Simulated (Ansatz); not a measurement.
**How fast states decay through BeS2**

A new crystal, BeS2: structure, gap and complex bands. It is built by putting Be for Ba in the BaS2 structure of space group C2/c, with the volume rescaled by atomic radii. The parent structure comes from the Materials Project.

Method: r2SCAN DFT, plane waves, PAW files, in the first sound run; inputs show where later runs differ, in Ansatz 0.2.0.

The structure was built from a prototype and need not be the compound's stable phase.

**1. Set-up**

The structure is monoclinic, space group C2/c (No. 15). Conventional cell: a = 7.552 Å, b = 3.874 Å, c = 7.337 Å, α = 90.00°, β = 117.96°, γ = 90.00°. Nearest to Be lie 8 S at 2.57 to 2.64 Å. Nearest to S lie 1 S at 1.70 Å and 4 Be at 2.57 to 2.64 Å. It derives from BaS2. Be for Ba in the BaS2 structure of space group C2/c. Farther neighbours and most contacts between anions are not listed.

**2. Cell and atoms at rest**

The substituted atoms don't fit the parent's cell, so cell and atoms relax together. A small smearing keeps the run stable in case the gap closes on the way.

input.yaml reads:

```yaml
crystal:
  lattice:
    - [3.7760729547, -1.9370669594, 0.0]
    - [3.7760729547, 1.9370669594, 0.0]
    - [-3.4404551543, 0.0, 6.4802847622]
  atoms:
    - { symbol: Be, position: [0.14243005, 0.85756995, 0.75] }
    - { symbol: Be, position: [0.85756995, 0.14243005, 0.25] }
    - { symbol: S, position: [0.4846908, 0.19199422, 0.47963891] }
    - { symbol: S, position: [0.80800578, 0.5153092, 0.02036109] }
    - { symbol: S, position: [0.19199422, 0.4846908, 0.97963891] }
    - { symbol: S, position: [0.5153092, 0.80800578, 0.52036109] }
kpoints:
  mp_grid: { grid: [6, 6, 4] }
scf:
  occupations: { method: gaussian, width: 0.03 }
hamiltonian:
  xc: r2scan
output:
  forces: true
  stress: true
relax:
  f_tol: 0.02
  max_steps: 60
  cell: {}
```

Started as:

```
ansatz run input.yaml --threads 2 --pin off --max-ram 4096MiB --backend cpu --events-out ev --progress --plain --runs-dir out
```

Numbers of over 12 decimals in the logs are rounded to 6 here.

Log:

```text
Engine: ansatz 0.2.0, aarch64-unknown-linux-gnu
Pseudopotentials: kind: paw
Pseudopotential: Be, paw, valence charge 2, recommended cutoff 500 eV (meta_gga), Be.paw.azcp
Pseudopotential: S, paw, valence charge 6, recommended cutoff 500 eV (meta_gga), S.paw.azcp
Functional definition: r2SCAN
  parameter k0 = 0.174
  parameter k1 = 0.065
  parameter a1 = 4.9479
  exchange = r2scan_x(k0 = k0, k1 = k1, a1 = a1)
  correlation = r2scan_c
Crystal: 6 atoms, lattice volume = 94.800 Å³
Basis set: ecut = 500 eV, 2409 PW (Γ), exchange–correlation on 128×128×216 points (64 copies of the dense FFT grid, shifted against one another)
Bands: 20, of which v1, the nominal top of the filled ones, is band 14 counted from 1 (13 counted from 0)
Symmetry: 4 space group operations
Space group: C2/c (ITA 15), of the structure as read, at distance tolerance 4.6e-5 Å
k-points: 47 of 144
Non-local potential: Be, projectors of the file, l = 0: 2, l = 1: 2, l = 2: 1
Non-local potential: S, projectors of the file, l = 0: 2, l = 1: 2, l = 2: 2
PAW form: soft (Blöchl's): semilocal exchange-correlation on the pseudo side does not see the compensation charge
PAW frozen core: Be, regenerated for the run's functional (the file was generated under x = pbe(κ = 0.804, μ = 0.219515), c = pbe(β = 0.066725))
PAW frozen core: S, regenerated for the run's functional (the file was generated under x = pbe(κ = 0.804, μ = 0.219515), c = pbe(β = 0.066725))
PAW one-centre angular grid: Be, 302 points (default); XC on 255 of its mesh's 2635 points in the sphere
PAW one-centre angular grid: S, 302 points (default); XC on 160 Gauss nodes
Initial density: superposition of atomic densities (neutral atoms: chi_scale 0, normalization atom), corrected by the library's trained network
Initial wavefunctions: pseudopotential atomic-orbital guess
Functional: x = r2scan, c = r2scan; τ floored in thin density (d = 2e-4 eV/Å³)
SCF iter   1: F=—  HF=-3803.788847 eV  |F-HF|=—  |Δ(HF+E_count)|=         —  Δρ=9.99e-3  dr2=1.18e-1  dr2_τ=1.96e-1  ethr=1.77e-3  ⟨swp⟩=7.3  Hψ=5943  notcnv=0  defer=3
preconditioner: auto → Kerker (q_TF=auto, 2.226 Å⁻¹)  [metal: Δε(μ)=0.002 eV  Ē_g=11.003 eV  σ=0.030 eV  W_gap=0.04  n_scr=18 (ndim 8)  ℏωp=20.2 eV  f_vac=0.000  D(μ)=2.88/eV (n_scr^D=22)]
SCF iter   2: F=—  HF=-3803.897250 eV  |F-HF|=—  |Δ(HF+E_count)|=   1.08e-1  Δρ=7.05e-3  dr2=6.42e-2  dr2_τ=3.46e-4  ethr=4.21e-4  ⟨swp⟩=3.0  Hψ=2173  notcnv=0  defer=70
SCF iter   3: F=—  HF=-3803.888623 eV  |F-HF|=—  |Δ(HF+E_count)|=   8.63e-3  Δρ=1.56e-3  dr2=2.57e-3  dr2_τ=3.67e-4  ethr=2.29e-4  ⟨swp⟩=2.8  Hψ=1600  notcnv=0  defer=70
SCF iter   4: F=—  HF=-3803.889211 eV  |F-HF|=—  |Δ(HF+E_count)|=   5.89e-4  Δρ=9.13e-4  dr2=8.15e-4  dr2_τ=1.68e-5  ethr=9.18e-6  ⟨swp⟩=2.1  Hψ=1375  notcnv=0  defer=23
automatic band count: iteration 4 solves 19 bands in place of 20: the levels show a gap, and the empty bands left out lie too high to hold charge; the band table lists the bands solved (type scf.n_extra_bands for more)
SCF iter   5: F=—  HF=-3803.889500 eV  |F-HF|=—  |Δ(HF+E_count)|=   2.89e-4  Δρ=1.50e-4  dr2=2.15e-5  dr2_τ=7.09e-7  ethr=2.91e-6  ⟨swp⟩=7.3  Hψ=4078  notcnv=0  defer=69
automatic band count: iteration 5 solves 20 bands in place of 19: the levels no longer show a gap clear of their residuals, so the SCF keeps every band
SCF iter   6: F=—  HF=-3803.889514 eV  |F-HF|=—  |Δ(HF+E_count)|=   1.41e-5  Δρ=4.47e-5  dr2=2.14e-6  dr2_τ=1.16e-7  ethr=7.68e-8  ⟨swp⟩=2.1  Hψ=1817  notcnv=0  defer=69
SCF iter   7: F=-3803.889515 eV  HF=-3803.889515 eV  |F-HF|=4.07e-8  |Δ(HF+E_count)|=   5.40e-7  Δρ=8.38e-6  dr2=8.19e-8  dr2_τ=2.22e-9  ethr=3.57e-10  ⟨swp⟩=3.9  Hψ=4081  notcnv=0
SCF 1 converged in 7 iterations: F = -3803.889515 eV  dr2 = 8.19e-8
  greatest PAW one-centre occupation: 0.898 electrons in one spin orbital (limit 2), on the S atom at site 5 (counted from 0), in its partial waves of l = 0
relax step   1: F+E_penalty+E_count = -3803.88951463 eV  Δ(F+E_penalty+E_count) = +0.000e0 eV  max|allowed force component| = 1.141e1 eV/Å  Δτ_max = 0.0000 Å  P = +22.512 GPa  Ω = 94.800 Å³  (7 SCF iters, dr2 threshold 1.00e-7 eV, accepted)
Crystal: 6 atoms, lattice volume = 93.553 Å³
Basis set: ecut = 500 eV, 2347 PW (Γ), exchange–correlation on 128×128×216 points (64 copies of the dense FFT grid, shifted against one another)
Initial density: handed on by an earlier stage of this run
Initial wavefunctions: those handed on with the density
iter 1 solved again at ethr=1.04e-3 eV; its pass at ethr=3.10e-3 eV (dr2=2.90e-1 eV) is discarded
SCF iter   1: F=—  HF=-3807.812861 eV  |F-HF|=—  |Δ(HF+E_count)|=         —  Δρ=1.88e-2  dr2=2.93e-1  dr2_τ=3.18e-1  ethr=1.04e-3  ⟨swp⟩=1.2  Hψ=7003  notcnv=0
preconditioner: auto → Resta (q_TF=auto, 2.231 Å⁻¹)  ε∞=4.7  [insulator: Δε(μ)=0.036 eV  Ē_g=10.570 eV  σ=0.030 eV  W_gap=0.55  n_scr=18 (ndim 8)  ℏωp=20.3 eV  f_vac=0.000  D(μ)=1.60/eV (n_scr^D=4)  ε∞_Penn≈4.7]
SCF iter   2: F=—  HF=-3807.835476 eV  |F-HF|=—  |Δ(HF+E_count)|=   2.26e-2  Δρ=1.01e-2  dr2=7.20e-2  dr2_τ=6.84e-4  ethr=1.04e-3  ⟨swp⟩=2.5  Hψ=1732  notcnv=0
SCF iter   3: F=—  HF=-3807.819959 eV  |F-HF|=—  |Δ(HF+E_count)|=   1.55e-2  Δρ=1.16e-3  dr2=1.47e-3  dr2_τ=8.60e-5  ethr=2.57e-4  ⟨swp⟩=2.0  Hψ=1797  notcnv=0
SCF iter   4: F=—  HF=-3807.820546 eV  |F-HF|=—  |Δ(HF+E_count)|=   5.87e-4  Δρ=3.62e-4  dr2=1.61e-4  dr2_τ=4.00e-6  ethr=5.25e-6  ⟨swp⟩=2.2  Hψ=1475  notcnv=0  defer=1
SCF iter   5: F=—  HF=-3807.820621 eV  |F-HF|=—  |Δ(HF+E_count)|=   7.48e-5  Δρ=6.99e-5  dr2=4.09e-6  dr2_τ=5.61e-7  ethr=5.76e-7  ⟨swp⟩=2.1  Hψ=1416  notcnv=0  defer=1
SCF iter   6: F=-3807.820625 eV  HF=-3807.820624 eV  |F-HF|=2.15e-7  |Δ(HF+E_count)|=   3.38e-6  Δρ=1.56e-5  dr2=1.86e-7  dr2_τ=4.43e-9  ethr=2.14e-9  ⟨swp⟩=5.0  Hψ=3568  notcnv=0
SCF 2 converged in 6 iterations: F = -3807.820625 eV  dr2 = 1.86e-7
  greatest PAW one-centre occupation: 0.885 electrons in one spin orbital (limit 2), on the S atom at site 5 (counted from 0), in its partial waves of l = 0
relax step   2: F+E_penalty+E_count = -3807.82062462 eV  Δ(F+E_penalty+E_count) = -3.931e0 eV  max|allowed force component| = 2.711e0 eV/Å  Δτ_max = 0.0990 Å  P = +4.954 GPa  Ω = 93.553 Å³  energy of the carried Pulay correction = +1.681e-4 eV  (6 SCF iters, dr2 threshold 6.00e-7 eV, accepted)
Crystal: 6 atoms, lattice volume = 89.424 Å³
Basis set: ecut = 500 eV, 2281 PW (Γ), exchange–correlation on 128×128×216 points (64 copies of the dense FFT grid, shifted against one another)
iter 1 solved again at ethr=6.29e-4 eV; its pass at ethr=3.10e-3 eV (dr2=1.76e-1 eV) is discarded
[...]
relax step  12: F+E_penalty+E_count = -3812.99453044 eV  Δ(F+E_penalty+E_count) = -5.315e-2 eV  max|allowed force component| = 7.037e-2 eV/Å  Δτ_max = 0.0816 Å  P = +0.248 GPa  Ω = 102.282 Å³  energy of the carried Pulay correction = -9.551e-4 eV  (5 SCF iters, dr2 threshold 6.00e-7 eV, accepted)
relax step  13: F+E_penalty+E_count = -3813.04410733 eV  Δ(F+E_penalty+E_count) = -4.958e-2 eV  max|allowed force component| = 8.466e-2 eV/Å  Δτ_max = 0.1137 Å  P = +0.017 GPa  Ω = 101.699 Å³  energy of the carried Pulay correction = -8.838e-4 eV  (6 SCF iters, dr2 threshold 6.00e-7 eV, accepted)
relax step  14: F+E_penalty+E_count = -3813.06583885 eV  Δ(F+E_penalty+E_count) = -2.173e-2 eV  max|allowed force component| = 2.314e-1 eV/Å  Δτ_max = 0.1142 Å  P = -0.087 GPa  Ω = 100.748 Å³  energy of the carried Pulay correction = -7.665e-4 eV  (6 SCF iters, dr2 threshold 5.76e-7 eV, accepted)
relax step  15: F+E_penalty+E_count = -3813.02805599 eV  Δ(F+E_penalty+E_count) = +3.778e-2 eV  max|allowed force component| = 3.095e-1 eV/Å  Δτ_max = 0.0569 Å  P = +0.322 GPa  Ω = 97.077 Å³  energy of the carried Pulay correction = -3.001e-4 eV  (6 SCF iters, dr2 threshold 6.00e-7 eV, rejected (line search))
relax step  16: F+E_penalty+E_count = -3813.08126402 eV  Δ(F+E_penalty+E_count) = -1.543e-2 eV  max|allowed force component| = 3.597e-2 eV/Å  Δτ_max = 0.0153 Å  P = +0.065 GPa  Ω = 98.822 Å³  energy of the carried Pulay correction = -5.244e-4 eV  (9 SCF iters, accepted)
relax step  17: F+E_penalty+E_count = -3813.08171979 eV  Δ(F+E_penalty+E_count) = -4.558e-4 eV  max|allowed force component| = 2.048e-3 eV/Å  Δτ_max = 0.0029 Å  P = +0.008 GPa  Ω = 98.646 Å³  energy of the carried Pulay correction = -5.020e-4 eV  (4 SCF iters, dr2 threshold 1.26e-7 eV, accepted)
relax step  18: F+E_penalty+E_count = -3813.11348897 eV  Δ(F+E_penalty+E_count) = -3.177e-2 eV  max|allowed force component| = 1.976e-3 eV/Å  Δτ_max = 0.0000 Å  P = +0.299 GPa  Ω = 98.646 Å³  stress off target by 8.39e-1 GPa  SCF on the basis re-selected at this cell (its energy is not comparable with the rows above)  (7 SCF iters)
relax step  19: F+E_penalty+E_count = -3813.11931157 eV  Δ(F+E_penalty+E_count) = -5.823e-3 eV  max|allowed force component| = 8.396e-3 eV/Å  Δτ_max = 0.0141 Å  P = +0.115 GPa  Ω = 99.651 Å³  energy of the carried Pulay correction = -1.039e-4 eV  (5 SCF iters, dr2 threshold 6.00e-7 eV, accepted)
relax step  20: F+E_penalty+E_count = -3813.12008348 eV  Δ(F+E_penalty+E_count) = -7.719e-4 eV  max|allowed force component| = 2.323e-2 eV/Å  Δτ_max = 0.0072 Å  P = +0.015 GPa  Ω = 100.020 Å³  energy of the carried Pulay correction = -1.403e-4 eV  (5 SCF iters, dr2 threshold 2.39e-7 eV, accepted)
relax step  21: F+E_penalty+E_count = -3813.12029299 eV  Δ(F+E_penalty+E_count) = -2.095e-4 eV  max|allowed force component| = 3.838e-3 eV/Å  Δτ_max = 0.0021 Å  P = +0.007 GPa  Ω = 100.222 Å³  energy of the carried Pulay correction = -1.612e-4 eV  (5 SCF iters, dr2 threshold 3.37e-8 eV, accepted)
iter 1 solved again at ethr=2.60e-6 eV; its pass at ethr=3.10e-3 eV (dr2=7.29e-4 eV) is discarded
SCF iter   1: F=—  HF=-3813.120419 eV  |F-HF|=—  |Δ(HF+E_count)|=         —  Δρ=2.26e-5  dr2=4.27e-8  dr2_τ=1.87e-7  ethr=2.60e-6  ⟨swp⟩=2.9  Hψ=7981  notcnv=0
eigensolver tolerance schedule: the retry pair's looser diagonalisation over-reported the residual by 17067.45 of it (diagonalisation noise at an unbounded share of the residual, at the tolerance the schedule requests for it); recorded, not acted on — ethr = c·dr2/N_el stays at c = 1.0e-1
preconditioner: auto → none  [insulator: Δε(μ)=1.925 eV  Ē_g=10.991 eV  σ=0.030 eV  W_gap=1.00  n_scr=16 (ndim 8)  ℏωp=19.6 eV  f_vac=0.000  D(μ)=0.00/eV (n_scr^D=0)  ε∞_Penn≈4.2]
SCF iter   2: F=—  HF=-3813.120470 eV  |F-HF|=—  |Δ(HF+E_count)|=   5.14e-5  Δρ=1.15e-5  dr2=1.60e-8  dr2_τ=2.12e-8  ethr=1.52e-10  ⟨swp⟩=2.8  Hψ=1886  notcnv=0
SCF iter   3: F=—  HF=-3813.120470 eV  |F-HF|=—  |Δ(HF+E_count)|=   1.15e-7  Δρ=4.83e-6  dr2=2.02e-9  dr2_τ=3.55e-9  ethr=5.71e-11  ⟨swp⟩=2.0  Hψ=1598  notcnv=0
SCF iter   4: F=—  HF=-3813.120470 eV  |F-HF|=—  |Δ(HF+E_count)|=   2.66e-8  Δρ=5.69e-7  dr2=2.61e-10  dr2_τ=3.54e-11  ethr=7.22e-12  ⟨swp⟩=2.0  Hψ=1598  notcnv=0
SCF iter   5: F=—  HF=-3813.120470 eV  |F-HF|=—  |Δ(HF+E_count)|=  4.46e-11  Δρ=2.56e-7  dr2=6.49e-11  dr2_τ=5.46e-12  ethr=1.00e-12  ⟨swp⟩=4.2  Hψ=3113  notcnv=0
SCF iter   6: F=-3813.120470 eV  HF=-3813.120470 eV  |F-HF|=3.18e-12  |Δ(HF+E_count)|=  1.05e-11  Δρ=2.85e-8  dr2=5.16e-13  dr2_τ=5.16e-14  ethr=1.00e-12  ⟨swp⟩=4.1  Hψ=3099  notcnv=0
SCF 22 converged in 6 iterations: F = -3813.120470 eV  dr2 = 5.16e-13
relax step  22: F+E_penalty+E_count = -3813.12047005 eV  Δ(F+E_penalty+E_count) = -1.771e-4 eV  max|allowed force component| = 3.839e-3 eV/Å  Δτ_max = 0.0000 Å  P = +0.007 GPa  Ω = 100.222 Å³  stress off target by 1.97e-2 GPa  SCF on the basis re-selected at this cell (its energy is not comparable with the rows above)  (6 SCF iters)
basis re-selected at this cell: Δ(F+E_penalty+E_count) = -1.771e-4 eV, ΔP = +0.000 GPa vs the last step (what re-selecting the basis moved, of the pressure what is left beyond the Pulay correction that the steps carried, after the strain that the cell walked since its last selection, with what the two solves' SCF thresholds leave and, on support functions, any second-order correction that the steps lacked; it is no m [...]
SCF converged after 6 iterations
Free energy (F): -3813.120470 eV
Harris-Foulkes:  -3813.120470 eV  (|F-HF|=3.18e-12)
Internal energy: -3813.120470 eV  (E = F + TS)
E sigma→0 (E₀):  -3813.120470 eV
Fermi energy:    6.316928 eV
--- Per-component energies (eV) ---
  E_band       = -23.767240
  E_kinetic    = 464.930060
  E_local      = -513.321154  (includes V_loc(G=0)·N_el)
  E_nonlocal   = 122.447437
  E_hartree    = 163.182803
  E_xc         = -403.483865
  E_vxc        = -421.079244  (∫ρ·V_xc dr)
  E_paw        = -2559.463856  (= ΣΔE_a)
  E_vpaw       = -22.744571  (= ΣTr[D̂ρ^β])
  E_aug_tail   = 0.000003  (compensation charges beyond the density's cutoff)
  E_vtau       = 19.634624  (kinetic-family band-sum trace: ∫τ·v_τ [+ j·A + Jᵃ·Aᵃ] dr)
  E_ewald      = -1086.948777
  E_core_change = -0.463121  (= ΣΔE_core)
  E_smearing   = -0.000000  (= −TS)
  E_closure    = 0.000000  (closes the sum)
  Σ components = -3813.120470   (vs F -3813.120470, Δ=0.00e0)
--- Forces (eV/Å), atoms counted from 1 ---
  atom   1  Be     0.00000000    -0.00002049     0.00000000
  atom   2  Be     0.00000000     0.00002049     0.00000000
  atom   3  S     -0.00383878     0.00218615     0.00102195
  atom   4  S      0.00383878     0.00218615    -0.00102195
  atom   5  S     -0.00383878    -0.00218615     0.00102195
  atom   6  S      0.00383878    -0.00218615    -0.00102195
  max |Σ_I F_I| component: 0.00e0 eV/Å
--- Stress (GPa, compression-positive) ---
        0.004955       0.000000      -0.009252
        0.000000       0.019659       0.000000
       -0.009243       0.000000      -0.003680
  P = ⅓ Tr σ = 0.0070 GPa (0.070 kbar)
--- Relaxed structure (20 steps of the walk, 19 accepted, 2 SCFs on fresh bases) ---
  F+E_penalty+E_count = -3813.12047005 eV   max|allowed force component| = 3.839e-3 eV/Å   (the final SCF, on the basis selected at the relaxed cell)
  cell:  # Å, volume = 100.2217 Å³
    - [5.189888, -1.942178, -0.902762]
    - [5.189888, 1.942178, -0.902762]
    - [-6.277880, -9.254757790899437e-17, 6.063488]
  atoms:
    - { symbol: Be, position: [0.249973, 0.750027, 0.750000] }
    - { symbol: Be, position: [0.750027, 0.249973, 0.250000] }
    - { symbol: S, position: [0.334733, 0.165654, 0.401572] }
    - { symbol: S, position: [0.834346, 0.665267, 0.098428] }
    - { symbol: S, position: [0.165654, 0.334733, 0.901572] }
    - { symbol: S, position: [0.665267, 0.834346, 0.598428] }
```

It took 1.9 min on 2 threads of Arm Neoverse V2, shared host; peak memory 1 GiB.

Relaxation path:

```
step  energy less that of the first step (eV)  largest force component (eV/Å)  pressure (GPa)  volume (Å³)
   1                                   0.0000                         11.4069           22.51        94.80
   2                                  -3.9311                          2.7108            4.95        93.55
   3                                  -5.2384                          1.1358            4.90        89.42
   4                                  -5.8922                          0.6266            6.19        90.48
   5                                  -6.2854                          0.5756            6.65        90.79
   6                                  -6.9475                          1.2087            3.71        93.92
   7                                  -7.5807                          1.5951            1.50        95.26
   8                                  -8.2967                          1.3173            0.88        95.61
   9                                  -8.7750                          0.4458            2.66        96.36
  10                                  -8.9490                          0.3072            0.98        99.34
  11                                  -9.0519                          0.1335            0.81       100.69
  12                                  -9.1050                          0.0704            0.25       102.28
  13                                  -9.1546                          0.0847            0.02       101.70
  14                                  -9.1763                          0.2314           -0.09       100.75
  15                                  -9.1385                          0.3095            0.32        97.08
  16                                  -9.1917                          0.0360            0.07        98.82
  17                                  -9.1922                          0.0020            0.01        98.65
 18*                                  -9.2240                          0.0020            0.30        98.65
  19                                  -9.2298                          0.0084            0.11        99.65
  20                                  -9.2306                          0.0232            0.02       100.02
  21                                  -9.2308                          0.0038            0.01       100.22
 22*                                  -9.2310                          0.0038            0.01       100.22
```

Relaxation steps marked * repeat the geometry before them on a plane-wave basis chosen anew for their cell, so energy and pressure can jump there. Relaxation step 15 was tried and not accepted.

The run keeps the 4 symmetry operations that it works with, so distortions that break them were not tested.

```
     cell as run  before   after   change
           a (Å)   4.244   5.614  +32.3 %
           b (Å)   4.244   5.614  +32.3 %
           c (Å)   7.337   8.728  +19.0 %
           α (°)  114.66  140.95  +22.9 %
           β (°)  114.66  140.95  +22.9 %
           γ (°)   54.31   40.48  -25.5 %
volume (Å³/atom)   15.80   16.70   +5.7 %
```

The atoms that moved most (Å, as changes of fractional coordinates times the final cell):

```
atom      dx      dy      dz  length
  S4   0.425   0.240   0.314   0.580
  S5  -0.425  -0.240  -0.314   0.580
  S3  -0.425   0.240  -0.314   0.580
  S6   0.425  -0.240   0.314   0.580
 Be1   0.000  -0.418   0.000   0.418
 Be2   0.000   0.418   0.000   0.418
```

The relaxed structure:

```xyz
6
Lattice="5.1899 -1.9422 -0.9028 5.1899 1.9422 -0.9028 -6.2779 0.0000 6.0635" Properties=species:S:1:pos:R:3 pbc="T T T"
Be    0.4815    0.9712    3.6449
Be    3.6204   -0.9712    0.6131
S     0.0759   -0.3284    1.9832
S     7.1649   -0.3284   -0.7570
S    -3.0630    0.3284    5.0149
S     4.0260    0.3284    2.2748
```

Numbers from this step:

| Item | Value |
| --- | --- |
| free energy | -3813.1205 eV |
| Fermi energy | 6.317 eV |
| pressure | 0.006978 GPa |

The largest force component on a free atom ends at 0.0038 eV/Å.

(Continued in part 2 of 3.)

[Logs are printed without paths, hosts, clocks, repeated set-up lines and the standing remarks that a program may print on its own settings, such as how far it seeks lower states.]

[Hosts, paths, dates, database ids (printed as entryN), source tags and the programs' standing remarks are cut or masked in the printed files.]

[New means built here by substitution; the compound itself may be known and measured.]
